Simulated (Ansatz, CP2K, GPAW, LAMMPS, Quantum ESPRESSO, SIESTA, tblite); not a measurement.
**Other levels on glassy 77SiO2-6B2O3-8CaO-8MgO (mol %) (142 atoms)**

Density of this cell: 2.60 g/cm³. The cell holds 142 atoms: 37 Si, 6 B, 4 Ca, 4 Mg and 91 O. Cell: a = 12.161 Å, b = 12.161 Å, c = 12.161 Å, α = 90.0°, β = 90.0°, γ = 90.0°. 142 atoms (37 Si, 6 B, 4 Ca, 4 Mg, 91 O) placed at random at 2.31 g/cm³, melted at 3000 K for 20 ps at fixed volume with the Buckingham and Coulomb pair potential of Guillot and Sator (Geochim. Cosmochim. Acta 71, 1249 (2007)) with the boron terms of Wang et al. (J. Non-Cryst. Solids 498, 294 (2018)). Quenched from 3000 K to 300 K at 300 K/ps and fixed volume, held 10 ps at zero pressure.

Geometry: as built.

The reference, a calculation:

- method: Kohn-Sham DFT, PBE, PAW, plane waves (Ansatz 0.2.0); cutoff 420 eV, Γ point, fermi-dirac smearing of 0.05 eV; PAW set soft_2
- r.m.s. force component: 1.165 eV/Å
- longest force: 5.882 eV/Å
- pressure: 1.32 GPa
- gap (highest filled to lowest empty level): 2.098 eV
- SCF cycles: 10
- time: 50 s on 4 threads of Arm Neoverse V1, shared host
- CPU time: 3.2 min

Runs, in no order:
A. SIESTA PBE, SZ, shift 0.02 Ry, mesh 500 Ry: Kohn-Sham DFT, PBE, PseudoDojo 0.4.1 norm-conserving pseudopotentials (converted to PSML), numerical atomic orbitals (SZ), diagonalisation
B. GPAW PBE, LCAO dzp, h 0.18 Å: Kohn-Sham DFT, PBE, PAW, atomic orbitals (dzp)
C. QE PBE, sssp-1.3.0-efficiency, 60/480 Ry: Kohn-Sham DFT, PBE, SSSP efficiency 1.3.0 pseudopotentials, plane waves
D. SIESTA PBE, DZP, shift 0.01 Ry, mesh 500 Ry: Kohn-Sham DFT, PBE, PseudoDojo 0.4.1 norm-conserving pseudopotentials (converted to PSML), numerical atomic orbitals (DZP), diagonalisation
E. CP2K PBE, DZVP-UZH, 1200/60 Ry, OT DIIS: Kohn-Sham DFT, PBE, GTH-PBE pseudopotentials, Gaussian and plane waves, DZVP-MOLOPT (UZH set), orbital transformation

Q: Order them from the smallest to the largest r.m.s. force difference.

C, E, D, B, A.

```csv
run,"Δ force, r.m.s. (meV/Å)",share of r.m.s. force (%),CPU time
"C. QE PBE, sssp-1.3.0-efficiency, 60/480 Ry",28.8,2.47,30 min
"E. CP2K PBE, DZVP-UZH, 1200/60 Ry, OT DIIS",109,9.37,30 min
"D. SIESTA PBE, DZP, shift 0.01 Ry, mesh 500 Ry",231,19.8,12 min
"B. GPAW PBE, LCAO dzp, h 0.18 Å",333,28.6,7.7 min
"A. SIESTA PBE, SZ, shift 0.02 Ry, mesh 500 Ry",840,72.1,2.9 min
```

The network of bonds at the start is that of the classical potential that made the cell, and needn't be the one that DFT or experiment would give. The electronic-structure runs sample only Γ, in a cell whose shortest periodic width is 12 Å.

[Logs are printed without paths, hosts, clocks, repeated set-up lines and the standing remarks that a program may print on its own settings, such as how far it seeks lower states.]

[Hosts, paths, dates, database ids (printed as entryN), source tags and the programs' standing remarks are cut or masked in the printed files.]
